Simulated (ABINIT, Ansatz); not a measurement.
# H6PbCBr3N (Pm): changed settings of a GW run in ABINIT

Aim: change inputs of a GW run on H6PbCBr3N (Pm) and see what moves.

Main program and level: ABINIT 10.8.3; PBEsol and many-body steps on it, plane waves.

### 1. Set-up

Symmetry: Pm, No. 6, monoclinic system. The conventional cell has a = 6.039 Å, b = 6.060 Å, c = 6.128 Å, α = 90.00°, β = 90.07°, γ = 90.00°. H has 1 N at 1.04 Å nearest. Nearest to H lie 1 N at 1.04 Å. Nearest to H lie 1 C at 1.09 Å. H has 1 C at 1.10 Å nearest. Nearest to Pb lie 6 Br at 2.98 to 3.11 Å. Nearest to C lie 3 H at 1.09 to 1.10 Å and 1 N at 1.49 Å. Farther neighbours and most contacts between anions are not listed.

The cell and positions are those that the Materials Project relaxed with its own functionals (PBE, PBE+U or r2SCAN), kept fixed. Spin-orbit coupling is left out unless a step names it.

### 2. Screening, 2×2×2 mesh, 151 bands, screening to 98 eV

This step: ABINIT 10.8.3; RPA screening on PBEsol, plane waves, norm-conserving pseudopotentials.

The RPA dielectric matrix is built and inverted for each q.

File run.abi:

```
acell 3*1.0 Angstrom
rprim 
  6.038531000000 -0.000000000000 -0.000000000000
  -0.000000000000 6.059680000000 0.000000000000
  -0.007679000000 0.000000000000 6.128174000000
ntypat 5
znucl 1 82 6 35 7
natom 12
typat 1 1 1 1 1 1 2 3 4 4 4 5
xred 
  0.218258000000 0.862101000000 0.968190000000
  0.177786000000 0.000000000000 0.198636000000
  0.825095000000 0.851944000000 0.061619000000
  0.869341000000 0.000000000000 0.811715000000
  0.825095000000 0.148056000000 0.061619000000
  0.218258000000 0.137899000000 0.968190000000
  0.475266000000 0.500000000000 0.477994000000
  0.897311000000 0.000000000000 0.988520000000
  0.430028000000 0.500000000000 0.972748000000
  0.434852000000 0.000000000000 0.512708000000
  0.966538000000 0.500000000000 0.440736000000
  0.140606000000 0.000000000000 0.032465000000
pp_dirpath "pseudos"
pseudos "H.upf, Pb.upf, C.upf, Br.upf, N.upf"
ecut 37
ngkpt 2 2 2
nshiftk 1
shiftk 0 0 0
kptopt 1
chksymbreak 0
istwfk *1
occopt 1
irdwfk 1
optdriver 3
nband 151
ecuteps 3.6
inclvkb 2
awtr 1
symchi 1
indata_prefix "in"
outdata_prefix "out"
tmpdata_prefix "tmp"
```

Started as:

```sh
OMP_NUM_THREADS=1 mpirun -n 4 abinit run.abi > log
```

The log of the run:

```text
.Version 10.8.3 of ABINIT. v10.8.2 released Aug 2026.

 Symmetries : space group Pm (#  6); Bravais mP (primitive monocl.)
[... echo of the input left out ...]
== DATASET  1 ==================================================================
-   mpi_nproc: 4, omp_nthreads: 1 (-1 if OMP is not activated)

--- !DatasetInfo
iteration_state: {dtset: 1, }
dimensions: {natom: 12, nkpt: 8, mband: 151, nsppol: 1, nspinor: 1, nspden: 1, mpw: 16306, }
cutoff_energies: {ecut:  37.0, pawecutdg:  -1.0, }
electrons: {nelect:   8.80000000E+01, charge:   0.00000000E+00, occopt:   1.00000000E+00, tsmear:   1.00000000E-02, }

 SCREENING: Calculation of the susceptibility and dielectric matrices

 Based on a program developped by R.W. Godby, V. Olevano, G. Onida, and L. Reining.
 Incorporated in ABINIT by V. Olevano, G.-M. Rignanese, and M. Torrent.
.Using double precision arithmetic ; gwpc =  8

[... cell and pseudopotentials left out ...]
--------------------------------------------------------------------------------

 ==== K-mesh for the wavefunctions ====
 Number of points in the irreducible wedge :     8
[... list of points left out ...]
 Together with  2 symmetry operations and time-reversal symmetry
 yields     8 points in the full Brillouin Zone.

 ==== Q-mesh for the screening function ====
 Number of points in the irreducible wedge :     8
[... list of points left out ...]
 Together with  2 symmetry operations and time-reversal symmetry
 yields     8 points in the full Brillouin Zone.

 setmesh: FFT mesh size selected  =    45x   45x   45
          total number of points  =        91125

 vcoul_init : cutoff-mode = AUXILIARY_FUNCTION
 q-points for optical limit:   1
     1)      0.000010    0.000020    0.000030

- screening: taking advantage of time-reversal symmetry
- Maximum band index for partially occupied states nbvw = 44
- Remaining bands to be divided among processors   nbcw = 107
- Number of bands treated by each node ~26

 Number of electrons calculated from density =   88.0000; Expected =   88.0000
 average of density, n =  0.058153
 r_s =    1.6012
 omega_plasma =   23.2618 [eV]

 calculating chi0 at frequencies [eV] :
  1    0.000000E+00    0.000000E+00
  2    0.000000E+00    2.326176E+01

--------------------------------------------------------------------------------
  q-point number  1        q = ( 0.000000, 0.000000, 0.000000) [r.l.u.]
--------------------------------------------------------------------------------
[... chi0 elements left out ...]
 For q-point:  0.000010 0.000020 0.000030
  dielectric constant =   6.4272
  dielectric constant without local fields =   7.3406

  Average fulfillment of the sum rule on Im[epsilon] for q-point    1 :     41.46  [%]
[... wings left out ...]
  q-point number  2        q = ( 0.500000, 0.000000, 0.000000) [r.l.u.]
--------------------------------------------------------------------------------
[... chi0 elements left out ...]
  Average fulfillment of the sum rule on Im[epsilon] for q-point    2 :     46.66  [%]

 [... 6 further q-points ...]
```

It took 3.8 min on 4 MPI ranks of Arm Neoverse V2, shared host; peak memory 4.8 GiB.

This step gave:

```yaml
eps_infinity_with_local_fields_on_this_mesh_along_the_program_s_q_direction: 6.427
the_same_without_local_fields: 7.341
plasma_frequency: 23.26 eV
plane_waves_in_the_screening_matrix: 469
```

Local fields lower ε∞ by 12 %. On a Γ-centred mesh this coarse the value itself is usually too large, while a short band sum pulls it down.

### 3. Base

The self-energy is evaluated for the states that the input lists, and the levels follow from it, in one-shot runs by the linearised quasiparticle equation.

This step: G0W0 on PBEsol, plane waves, norm-conserving pseudopotentials.

run.abi, as its differences from that of step 2:

```diff
@@ -33,8 +33,17 @@
 irdwfk 1
-optdriver 3
+optdriver 4
 nband 151
+gwcalctyp 0
+ecutsigx 37
+symsigma 1
+nkptgw 2
+kptgw 
+  0.5000000000 0.5000000000 0.5000000000
+  0.0000000000 0.0000000000 0.0000000000
+bdgw 
+  43 46
+  43 46
 ecuteps 3.6
-inclvkb 2
-awtr 1
-symchi 1
+irdscr 1
+ppmodel 1
 indata_prefix "in"
```

The log of the run:

```text
.Version 10.8.3 of ABINIT. v10.8.2 released Aug 2026.

 Symmetries : space group Pm (#  6); Bravais mP (primitive monocl.)
[... echo of the input left out ...]
== DATASET  1 ==================================================================
-   mpi_nproc: 4, omp_nthreads: 1 (-1 if OMP is not activated)

--- !DatasetInfo
iteration_state: {dtset: 1, }
dimensions: {natom: 12, nkpt: 8, mband: 151, nsppol: 1, nspinor: 1, nspden: 1, mpw: 16306, }
cutoff_energies: {ecut:  37.0, pawecutdg:  -1.0, }
electrons: {nelect:   8.80000000E+01, charge:   0.00000000E+00, occopt:   1.00000000E+00, tsmear:   1.00000000E-02, }

 SIGMA: Calculation of the GW corrections

 Based on a program developped by R.W. Godby, V. Olevano, G. Onida, and L. Reining.
 Incorporated in ABINIT by V. Olevano, G.-M. Rignanese, and M. Torrent.
.Using double precision arithmetic ; gwpc =  8

[... cell and pseudopotentials left out ...]
--------------------------------------------------------------------------------

 ==== K-mesh for the wavefunctions ====
 Number of points in the irreducible wedge :     8
[... list of points left out ...]
 Together with  2 symmetry operations and time-reversal symmetry
 yields     8 points in the full Brillouin Zone.

 ==== Q-mesh for screening function ====
 Number of points in the irreducible wedge :     8
[... list of points left out ...]
 Together with  2 symmetry operations and time-reversal symmetry
 yields     8 points in the full Brillouin Zone.

 vcoul_init : cutoff-mode = AUXILIARY_FUNCTION
 q-points for optical limit:   1
     1)      0.000010    0.000020    0.000030
 setmesh: FFT mesh size selected  =    64x   64x   64
          total number of points  =       262144

 Number of electrons calculated from density =   88.0000; Expected =   88.0000
 average of density, n =  0.058153
 r_s =    1.6012
 omega_plasma =   23.2618 [eV]

 === KS Band Gaps ===
  >>>> For spin  1
   Minimum direct gap =   2.0047 [eV], located at k-point      :   0.5000  0.5000  0.5000
   Fundamental gap    =   2.0047 [eV], Top of valence bands at :   0.5000  0.5000  0.5000
                                       Bottom of conduction at :   0.5000  0.5000  0.5000
 SIGMA fundamental parameters:
 PLASMON POLE MODEL  1
 number of plane-waves for SigmaX                16279
 number of plane-waves for SigmaC and W            469
 number of plane-waves for wavefunctions         16279
 number of bands                                   151
 number of independent spin polarizations            1
 number of spinorial components                      1
 number of k-points in IBZ                           8
 number of q-points in IBZ                           8
 number of symmetry operations                       2
 number of k-points in BZ                            8
 number of q-points in BZ                            8
 number of frequencies for dSigma/dE                 9
 frequency step for dSigma/dE [eV]                0.25
 number of omega for Sigma on real axis              0
 max omega for Sigma on real axis  [eV]           0.00
 zcut for avoiding poles [eV]                     0.10

 EPSILON^-1 parameters (SCR file):
 dimension of the eps^-1 matrix on file            469
 dimension of the eps^-1 matrix used               469
 number of plane-waves for wavefunctions         16279
 number of bands                                   151
 number of q-points in IBZ                           8
 number of frequencies                               2
 number of real frequencies                          1
 number of imag frequencies                          1

 matrix elements of self-energy operator (all in [eV])

 Perturbative Calculation

--- !SelfEnergy_ee
iteration_state: {dtset: 1, }
kpoint     : [   0.500,    0.500,    0.500, ]
spin       : 1
KS_gap     :    2.005
QP_gap     :    3.840
Delta_QP_KS:    1.835
data: !SigmaeeData |
     Band     E0 <VxcDFT>   SigX SigC(E0)      Z dSigC/dE  Sig(E)    E-E0       E
       43  -0.462 -14.394 -19.340   3.113   0.788  -0.270 -15.837  -1.443  -1.905
       44   0.350 -15.279 -18.521   2.174   0.801  -0.248 -16.135  -0.856  -0.506
       45   2.354 -10.622  -6.649  -2.777   0.819  -0.222  -9.643   0.980   3.334
       46   2.367 -10.597  -6.591  -2.787   0.819  -0.221  -9.598   0.999   3.366

--- !SelfEnergy_ee
iteration_state: {dtset: 1, }
kpoint     : [   0.000,    0.000,    0.000, ]
spin       : 1
KS_gap     :    5.072
QP_gap     :    7.152
Delta_QP_KS:    2.080
data: !SigmaeeData |
     Band     E0 <VxcDFT>   SigX SigC(E0)      Z dSigC/dE  Sig(E)    E-E0       E
       43  -0.683 -14.002 -18.932   3.118   0.785  -0.273 -15.425  -1.423  -2.107
       44  -0.665 -14.012 -18.929   3.117   0.785  -0.274 -15.425  -1.413  -2.078
       45   4.408  -7.707  -3.909  -3.004   0.841  -0.190  -7.040   0.667   5.075
       46   5.519 -11.746  -7.688  -2.979   0.804  -0.244 -10.879   0.867   6.386

== END DATASET(S) ==============================================================
================================================================================

 -outvars: echo values of variables after computation  --------
           etotal      0.0000000000E+00
            nband         151
             nkpt           8
          spgroup           6
 [... the other variables as echoed above ...]

 Calculation completed.
```

Run time: 29 s. Hardware: 4 MPI ranks; peak memory 2.8 GiB.

Numbers from this step:

```
G0W0 gap on the points computed              : 3.84 eV
starting gap on the mesh                     : 2.005 eV
k of the valence top                         : 0.5, 0.5, 0.5
k of the conduction bottom                   : 0.5, 0.5, 0.5
Z at the valence top                         : 0.801
Z at the conduction bottom                   : 0.819
least direct G0W0 gap on the computed points : 3.84 eV
```

The gap on the mesh goes from 2.00 eV to 3.84 eV, a correction of +1.84 eV.

### 4. Broadening of the poles

run.abi, as its differences from that of step 3:

```diff
@@ -48,2 +48,3 @@
 ppmodel 1
+zcut 0.01 eV
 indata_prefix "in"
```

The log of the run:

```text
.Version 10.8.3 of ABINIT. v10.8.2 released Aug 2026.

 Symmetries : space group Pm (#  6); Bravais mP (primitive monocl.)
[... echo of the input left out ...]
== DATASET  1 ==================================================================
-   mpi_nproc: 4, omp_nthreads: 1 (-1 if OMP is not activated)

--- !DatasetInfo
iteration_state: {dtset: 1, }
dimensions: {natom: 12, nkpt: 8, mband: 151, nsppol: 1, nspinor: 1, nspden: 1, mpw: 16306, }
cutoff_energies: {ecut:  37.0, pawecutdg:  -1.0, }
electrons: {nelect:   8.80000000E+01, charge:   0.00000000E+00, occopt:   1.00000000E+00, tsmear:   1.00000000E-02, }

 SIGMA: Calculation of the GW corrections

 Based on a program developped by R.W. Godby, V. Olevano, G. Onida, and L. Reining.
 Incorporated in ABINIT by V. Olevano, G.-M. Rignanese, and M. Torrent.
.Using double precision arithmetic ; gwpc =  8

[... cell and pseudopotentials left out ...]
--------------------------------------------------------------------------------

 ==== K-mesh for the wavefunctions ====
 Number of points in the irreducible wedge :     8
[... list of points left out ...]
 Together with  2 symmetry operations and time-reversal symmetry
 yields     8 points in the full Brillouin Zone.

 ==== Q-mesh for screening function ====
 Number of points in the irreducible wedge :     8
[... list of points left out ...]
 Together with  2 symmetry operations and time-reversal symmetry
 yields     8 points in the full Brillouin Zone.

 vcoul_init : cutoff-mode = AUXILIARY_FUNCTION
 q-points for optical limit:   1
     1)      0.000010    0.000020    0.000030
 setmesh: FFT mesh size selected  =    64x   64x   64
          total number of points  =       262144

 Number of electrons calculated from density =   88.0000; Expected =   88.0000
[...]
number of omega for Sigma on real axis              0
 max omega for Sigma on real axis  [eV]           0.00
 zcut for avoiding poles [eV]                     0.01

 EPSILON^-1 parameters (SCR file):
 dimension of the eps^-1 matrix on file            469
 dimension of the eps^-1 matrix used               469
 number of plane-waves for wavefunctions         16279
 number of bands                                   151
 number of q-points in IBZ                           8
 number of frequencies                               2
 number of real frequencies                          1
 number of imag frequencies                          1

 matrix elements of self-energy operator (all in [eV])

 Perturbative Calculation

--- !SelfEnergy_ee
iteration_state: {dtset: 1, }
kpoint     : [   0.500,    0.500,    0.500, ]
spin       : 1
KS_gap     :    2.005
QP_gap     :    3.840
Delta_QP_KS:    1.835
data: !SigmaeeData |
     Band     E0 <VxcDFT>   SigX SigC(E0)      Z dSigC/dE  Sig(E)    E-E0       E
       43  -0.462 -14.394 -19.340   3.113   0.788  -0.270 -15.837  -1.443  -1.905
       44   0.350 -15.279 -18.521   2.174   0.801  -0.248 -16.135  -0.856  -0.506
       45   2.354 -10.622  -6.649  -2.777   0.819  -0.222  -9.643   0.980   3.334
[...]
--- !SelfEnergy_ee
iteration_state: {dtset: 1, }
kpoint     : [   0.000,    0.000,    0.000, ]
spin       : 1
KS_gap     :    5.072
QP_gap     :    7.153
Delta_QP_KS:    2.080
data: !SigmaeeData |
     Band     E0 <VxcDFT>   SigX SigC(E0)      Z dSigC/dE  Sig(E)    E-E0       E
[...]
45   4.408  -7.707  -3.909  -3.004   0.841  -0.190  -7.040   0.667   5.075
       46   5.519 -11.746  -7.688  -2.974   0.803  -0.246 -10.877   0.870   6.389

== END DATASET(S) ==============================================================
================================================================================

 -outvars: echo values of variables after computation  --------
           etotal      0.0000000000E+00
            nband         151
             nkpt           8
          spgroup           6
 [... the other variables as echoed above ...]

 Calculation completed.
```

Run time: 29 s. Hardware: 4 MPI ranks; peak memory 2.8 GiB; 1.9 min of CPU time.

This step gave:

| Item | Value |
| --- | --- |
| G0W0 gap on the points computed | 3.84 eV |
| starting gap on the mesh | 2.005 eV |
| k of the valence top | 0.5, 0.5, 0.5 |
| k of the conduction bottom | 0.5, 0.5, 0.5 |
| Z at the valence top | 0.801 |
| Z at the conduction bottom | 0.819 |
| least direct G0W0 gap on the computed points | 3.84 eV |

Against G0W0 in ABINIT (2×2×2 mesh, 151 bands, screening to 98 eV, Godby-Needs plasmon pole), the gap moves by +0.000 eV.

[end of part 1 of 2]

[Paths, hosts, dates, memory and timing lines, banners, echoed tables and standing remarks are left out of the program output.]

[Logs are printed without paths, hosts, clocks, repeated set-up lines and the standing remarks that a program may print on its own settings, such as how far it seeks lower states.]

[Runs of the session that timed out or met a known fault of the program may be left out.]

[Hosts, paths, dates, database ids (printed as entryN), source tags and the programs' standing remarks are cut or masked in the printed files.]

[G0W0 gaps are taken among the corrected bands and points alone; a level outside them can change the order at an edge.]

[Where Ansatz stands beside ABINIT at settings called matched, ABINIT's density can come from a denser mesh and the files from another edition; pairs whose starting gaps differed by over 0.03 eV were left out, so agreement reads better than it is.]
